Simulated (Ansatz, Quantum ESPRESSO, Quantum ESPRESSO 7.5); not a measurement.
# Evanescent states of LiF, rock salt type, lattice constant set to 4.07 Å

How good a tunnel barrier is LiF, rock salt type, lattice constant set to 4.07 Å?

Main program and level: Quantum ESPRESSO 7.5; plane-wave DFT, PBE, GBRV ultrasoft pseudopotentials (cross-check by Ansatz 0.2.0 with PAW datasets).

The structure was built from a prototype and need not be the compound's stable phase.

### Step 1. Set-up

It takes space group Fm-3m (No. 225, cubic). Conventional cell: a = 4.070 Å, b = 4.070 Å, c = 4.070 Å, α = 90.00°, β = 90.00°, γ = 90.00°. Li has 6 F at 2.04 Å nearest. F has 6 Li at 2.04 Å nearest. Farther neighbours and most contacts between anions are not listed.

As a file:

```cif
data_structure
_symmetry_space_group_name_H-M 'P 1'
_symmetry_Int_Tables_number 1
_cell_length_a 2.8779
_cell_length_b 2.8779
_cell_length_c 4.0700
_cell_angle_alpha 90.000
_cell_angle_beta 90.000
_cell_angle_gamma 90.000
_cell_volume 33.71
loop_
_atom_site_label
_atom_site_type_symbol
_atom_site_fract_x
_atom_site_fract_y
_atom_site_fract_z
_atom_site_occupancy
Li1 Li 0.00000 0.00000 0.00000 1
F2 F 0.50000 0.50000 0.00000 1
Li3 Li 0.50000 0.50000 0.50000 1
F4 F 0.00000 0.00000 0.50000 1
```

### Step 2. Self-consistent run

pwcond needs a cell whose third axis lies along the current and stands perpendicular to the other two.

scf.in reads:

```
&control
  prefix = 'scf'
  outdir = './out'
  pseudo_dir = './pseudo'
  calculation = 'scf'
  tprnfor = .true.
/
&system
  ibrav = 0
  nat = 4
  ntyp = 2
  ecutwfc = 40
  ecutrho = 200
  occupations = 'fixed'
  nbnd = 14
/
&electrons
  conv_thr = 1e-09
  mixing_beta = 0.6
  electron_maxstep = 120
/
ATOMIC_SPECIES
  Li  6.9400  li_pbe_v1.4.uspp.F.UPF
  F   18.9984  f_pbe_v1.4.uspp.F.UPF
CELL_PARAMETERS angstrom
  2.87792459942925 0.00000000000000 0.00000000000000
  0.00000000000000 2.87792459942925 0.00000000000000
  0.00000000000000 0.00000000000000 4.07000000000000
ATOMIC_POSITIONS crystal
  Li  0.000000000000 0.000000000000 0.000000000000
  F   0.500000000000 0.500000000000 0.000000000000
  Li  0.500000000000 0.500000000000 0.500000000000
  F   0.000000000000 0.000000000000 0.500000000000
K_POINTS automatic
  8 8 6 0 0 0
```

Command:

```bash
> OMP_NUM_THREADS=1 mpirun -n 2 pw.x -nk 2 -in scf.in > scf.out
```

Output:

```text
Program PWSCF v.7.5 starts
[citation notice left out]

     Parallel version (MPI & OpenMP), running on       2 processor cores
     Number of MPI processes:                 2
     Threads/MPI process:                     1

     MPI processes distributed on     1 nodes
[...]
Current dimensions of program PWSCF are:
     Max number of different atomic species (ntypx) = 10
     Max number of k-points (npk) =  40000
     Max angular momentum in pseudopotentials (lmaxx) =  4
     Found identity + ( -0.5000 -0.5000 -0.5000) symmetry
     This is a supercell, fractional translations are disabled
     Message from routine setup:
     using ibrav=0 with symmetry is DISCOURAGED, use correct ibrav instead

     K-points division:     npool     =       2
     Subspace diagonalization in iterative solution of the eigenvalue problem:
     a serial algorithm will be used

     G-vector sticks info
     --------------------
     sticks:   dense  smooth     PW     G-vecs:    dense   smooth      PW
     Sum         481     373    121                10955     7731    1465

     Using Slab Decomposition

     bravais-lattice index     =            0
     lattice parameter (alat)  =       5.4385  a.u.
     unit-cell volume          =     227.4835 (a.u.)^3
     number of atoms/cell      =            4
     number of atomic types    =            2
     number of electrons       =        20.00
     number of Kohn-Sham states=           14
     kinetic-energy cutoff     =      40.0000  Ry
     charge density cutoff     =     200.0000  Ry
     scf convergence threshold =      1.0E-09
     mixing beta               =       0.6000
     number of iterations used =            8  plain     mixing
     Exchange-correlation=  SLA  PW   PBX  PBC
                           (   1   4   3   4   0   0   0)

     celldm(1)=   5.438489  celldm(2)=   0.000000  celldm(3)=   0.000000
     celldm(4)=   0.000000  celldm(5)=   0.000000  celldm(6)=   0.000000

     crystal axes: (cart. coord. in units of alat)
               a(1) = (   1.000000   0.000000   0.000000 )
               a(2) = (   0.000000   1.000000   0.000000 )
               a(3) = (   0.000000   0.000000   1.414214 )

     reciprocal axes: (cart. coord. in units 2 pi/alat)
               b(1) = (  1.000000  0.000000  0.000000 )
               b(2) = (  0.000000  1.000000  0.000000 )
               b(3) = (  0.000000  0.000000  0.707107 )

     PseudoPot. # 1 for Li read from file:
     ./pseudo/li_pbe_v1.4.uspp.F.UPF
     Pseudo is Ultrasoft, Zval =  3.0
     Generated by new atomic code, or converted to UPF format
     Using radial grid of  751 points,  5 beta functions with:
                l(1) =   0
                l(2) =   0
                l(3) =   0
                l(4) =   1
                l(5) =   1
     Q(r) pseudized with 10 coefficients,  rinner =    1.150   1.150   1.150

     PseudoPot. # 2 for F  read from file:
     ./pseudo/f_pbe_v1.4.uspp.F.UPF
     Pseudo is Ultrasoft, Zval =  7.0
     Generated by new atomic code, or converted to UPF format
     Using radial grid of  799 points,  4 beta functions with:
                l(1) =   0
                l(2) =   0
                l(3) =   1
                l(4) =   1
     Q(r) pseudized with  8 coefficients,  rinner =    0.950   0.950   0.950

     atomic species   valence    mass     pseudopotential
     Li                3.00     6.94000     Li( 1.00)
     F                 7.00    18.99840     F ( 1.00)

     16 Sym. Ops., with inversion, found

   Cartesian axes

     site n.     atom                  positions (alat units)
         1        Li     tau(   1) = (   0.0000000   0.0000000   0.0000000  )
         2        F      tau(   2) = (   0.5000000   0.5000000   0.0000000  )
         3        Li     tau(   3) = (   0.5000000   0.5000000   0.7071068  )
         4        F      tau(   4) = (   0.0000000   0.0000000   0.7071068  )

     number of k points=    60
                       cart. coord. in units 2pi/alat
        k(    1) = (   0.0000000   0.0000000   0.0000000), wk =   0.0052083
        k(    2) = (   0.0000000   0.0000000   0.1178511), wk =   0.0104167
        k(    3) = (   0.0000000   0.0000000   0.2357023), wk =   0.0104167
        k(    4) = (   0.0000000   0.0000000  -0.3535534), wk =   0.0052083
        k(    5) = (   0.0000000   0.1250000   0.0000000), wk =   0.0208333
        k(    6) = (   0.0000000   0.1250000   0.1178511), wk =   0.0416667
        k(    7) = (   0.0000000   0.1250000   0.2357023), wk =   0.0416667
        k(    8) = (   0.0000000   0.1250000  -0.3535534), wk =   0.0208333
        k(    9) = (   0.0000000   0.2500000   0.0000000), wk =   0.0208333
        k(   10) = (   0.0000000   0.2500000   0.1178511), wk =   0.0416667
[...]
k(   60) = (  -0.5000000  -0.5000000  -0.3535534), wk =   0.0052083

     Dense  grid:    10955 G-vectors     FFT dimensions: (  25,  25,  36)

     Smooth grid:     7731 G-vectors     FFT dimensions: (  24,  24,  32)

     Estimated max dynamical RAM per process >      19.09 MB

     Estimated total dynamical RAM >      35.51 MB

     Initial potential from superposition of free atoms

     starting charge      19.0985, renormalised to      20.0000
     Starting wfcs are   18 randomized atomic wfcs

     total cpu time spent up to now is        0.5 secs

     per-process dynamical memory:    17.9 Mb

     Self-consistent Calculation

     iteration #  1     ecut=    40.00 Ry     beta= 0.60
     Davidson diagonalization with overlap
     ethr =  1.00E-02,  avg # of iterations =  2.9

     Threshold (ethr) on eigenvalues was too large:
     Diagonalizing with lowered threshold

     Davidson diagonalization with overlap
     ethr =  3.00E-04,  avg # of iterations =  2.0

     total cpu time spent up to now is        1.6 secs

     total energy              =    -126.72170597 Ry
     estimated scf accuracy    <       0.06415920 Ry

     iteration #  2     ecut=    40.00 Ry     beta= 0.60
[...]
total energy              =    -126.72707151 Ry
     estimated scf accuracy    <       0.01165321 Ry

     iteration #  3     ecut=    40.00 Ry     beta= 0.60
[...]
total energy              =    -126.72942589 Ry
     estimated scf accuracy    <       0.00181941 Ry

     iteration #  4     ecut=    40.00 Ry     beta= 0.60
[...]
total energy              =    -126.72970245 Ry
     estimated scf accuracy    <       0.00001881 Ry

     iteration #  5     ecut=    40.00 Ry     beta= 0.60
[...]
total energy              =    -126.72971904 Ry
     estimated scf accuracy    <       0.00000977 Ry

     iteration #  6     ecut=    40.00 Ry     beta= 0.60
[...]
total energy              =    -126.72972168 Ry
     estimated scf accuracy    <       0.00000051 Ry

     iteration #  7     ecut=    40.00 Ry     beta= 0.60
[...]
total energy              =    -126.72972171 Ry
     estimated scf accuracy    <       0.00000007 Ry

     iteration #  8     ecut=    40.00 Ry     beta= 0.60
[...]
total energy              =    -126.72972174 Ry
     estimated scf accuracy    <          1.2E-09 Ry

     iteration #  9     ecut=    40.00 Ry     beta= 0.60
[...]
End of self-consistent calculation

          k = 0.0000 0.0000 0.0000 (   999 PWs)   bands (ev):

   -40.3194 -40.2550 -19.2598 -18.6090  -2.2457  -0.3260  -0.3260   0.6253
     0.6253   0.6257   9.4209  15.1465  16.9690  17.6895

          k = 0.0000 0.0000 0.1179 (   975 PWs)   bands (ev):

   -40.3149 -40.2591 -19.2253 -18.6631  -2.0388  -0.2645  -0.2645   0.4478
     0.5597   0.5597   9.7095  14.4886  17.2177  18.1200

          k = 0.0000 0.0000 0.2357 (   976 PWs)   bands (ev):

   -40.3026 -40.2704 -19.1251 -18.8020  -1.4843  -0.0949  -0.0949  -0.0490
     0.3810   0.3810  10.5268  13.1597  17.9625  18.9514

          k = 0.0000 0.0000-0.3536 (   960 PWs)   bands (ev):

   -40.2863 -40.2862 -18.9732 -18.9731  -0.7521  -0.7520   0.1409   0.1409
     0.1410   0.1410  11.7424  11.7424  19.1984  19.1986

          k = 0.0000 0.1250 0.0000 (   983 PWs)   bands (ev):

   -40.3144 -40.2548 -19.2216 -18.6171  -2.1186  -0.4975  -0.2576   0.3630
     0.5490   0.6267   9.7318  15.1654  16.2568  17.9315

          k = 0.0000 0.1250 0.1179 (   979 PWs)   bands (ev):

   -40.3101 -40.2586 -19.1897 -18.6674  -1.9413  -0.4151  -0.1999   0.1132
     0.5662   0.5948   9.9653  14.4371  16.5694  18.2956

[...]
highest occupied, lowest unoccupied level (ev):     0.6267    9.4209

!    total energy              =    -126.72972174 Ry
     estimated scf accuracy    <          1.2E-11 Ry

     The total energy is the sum of the following terms:
     one-electron contribution =     -55.34428811 Ry
     hartree contribution      =      35.51100482 Ry
     xc contribution           =     -25.84500923 Ry
     ewald contribution        =     -81.05142921 Ry

     convergence has been achieved in   9 iterations

     Forces acting on atoms (cartesian axes, Ry/au):

     atom    1 type  1   force =     0.00000000    0.00000000    0.00000000
     atom    2 type  2   force =     0.00000000    0.00000000    0.00000000
     atom    3 type  1   force =     0.00000000    0.00000000    0.00000000
     atom    4 type  2   force =     0.00000000    0.00000000    0.00000000

     Total force =     0.000000     Total SCF correction =     0.000000

[...]
=------------------------------------------------------------------------------=
   JOB DONE.
=------------------------------------------------------------------------------=
```

It took 6.9 s on 2 MPI ranks of Arm Neoverse V1, shared host; peak memory 0.12 GiB; 14 s of CPU time.

This step gave:

| Item | Value |
| --- | --- |
| free energy | -1724.2457 eV |
| valence top, on the run's zero | 0.6267 eV |
| conduction bottom, on the run's zero | 9.421 eV |
| gap by band count | 8.794 eV |

The run needed 9 iterations to bring the estimated error under 1e-09 Ry.

(Part 1 of 3 ends here.)

[Logs are printed without paths, hosts, clocks, repeated set-up lines and the standing remarks that a program may print on its own settings, such as how far it seeks lower states.]

[Hosts, paths, dates, database ids (printed as entryN), source tags and the programs' standing remarks are cut or masked in the printed files.]

[Maps of the electrostatic potential energy from Ansatz leave out the sawtooth potential of an applied field or a dipole correction, so their vacuum need not be flat; planar profiles and work functions include it.]
